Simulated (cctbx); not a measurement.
# Symmetry from intensities

Cell: a = 4.3840 Å, b = 4.3840 Å, c = 22.7240 Å, α = 90.00°, β = 90.00°, γ = 90.00°. Expected content of the cell: Mn4 S14 Mg6.

Simulated single-crystal data (cctbx): Mo Kα, λ = 0.71073 Å, to d = 0.8 Å, 95 % of the full sphere, strongest reflection 5000 counts, noise from counting, a 2 % proportional error and a noise floor of 2 counts (s.d.); no absorption, some extinction.

A first pass over the reflections prints:

```text
3434 reflections to d = 0.801 A
centring   violations  <I/sigma> of those
    A        667 of  1718      4.2
    B        677 of  1706      4.3
    C        748 of  1740      4.2
    I          0 of  1684     -0.0
    R        949 of  2291      4.9
    F       1046 of  2582      4.2
Laue class    unique    Rint  (classes that these axes allow; Friedel mates merged)
I 1 2/m 1         519   0.041
I 1 1 2/m         474   0.043
I 2/m 1 1         519   0.042
I m m m           300   0.044
I 4/m             244   0.046
I 4/m m m         175   0.047
space group    extra absences  I>4sigma  <I/sigma>
I 4 2 2                 0          0         -  acentric
I 4 m m                 0          0         -  acentric
I -4 m 2                0          0         -  acentric
I -4 2 m                0          0         -  acentric
I 4/m m m               0          0         -  centric
Wilson B = 0.39 A^2   <|E^2-1|> = 0.821 (0.968 centric, 0.736 acentric)   E^2>4: 3.0 %
shell (A)         n   <I/sigma>
11.36 - 1.60     30     33.1
 1.60 - 1.27     25     35.0
 1.27 - 1.11     18     27.2
 1.11 - 1.01     23     23.6
 1.01 - 0.94     21     35.8
 0.94 - 0.88     13     25.5
 0.88 - 0.84     24     24.6
 0.84 - 0.80     21     21.3
```

**Question.** What are the lattice type, the Laue class and the likely space group?

The reflections that I centring forbids are absent (⟨I/σ⟩ near 0), so the lattice is I.

Rint stays low (0.041 to 0.047) up to I 4/m m m, the highest class in these axes.

5 settings pass the absence test. No glide or screw absences show, which leaves I 4 2 2, I 4 m m, I -4 m 2, I -4 2 m and I 4/m m m.

⟨|E²−1|⟩ = 0.821 lies between the two ideal values. The Wilson B of 0.39 Å² means U ≈ 0.0049 Å².

The true group is I4/mmm (no. 139), Laue class 4/mmm, centrosymmetric. The tables only narrow the choice to the tied entries; cell content, site symmetry and trial solutions must settle it.

This is a model crystal, built by substitution and not relaxed, with assumed displacement parameters.

[Logs are printed without paths, hosts, clocks, repeated set-up lines and the standing remarks that a program may print on its own settings, such as how far it seeks lower states.]
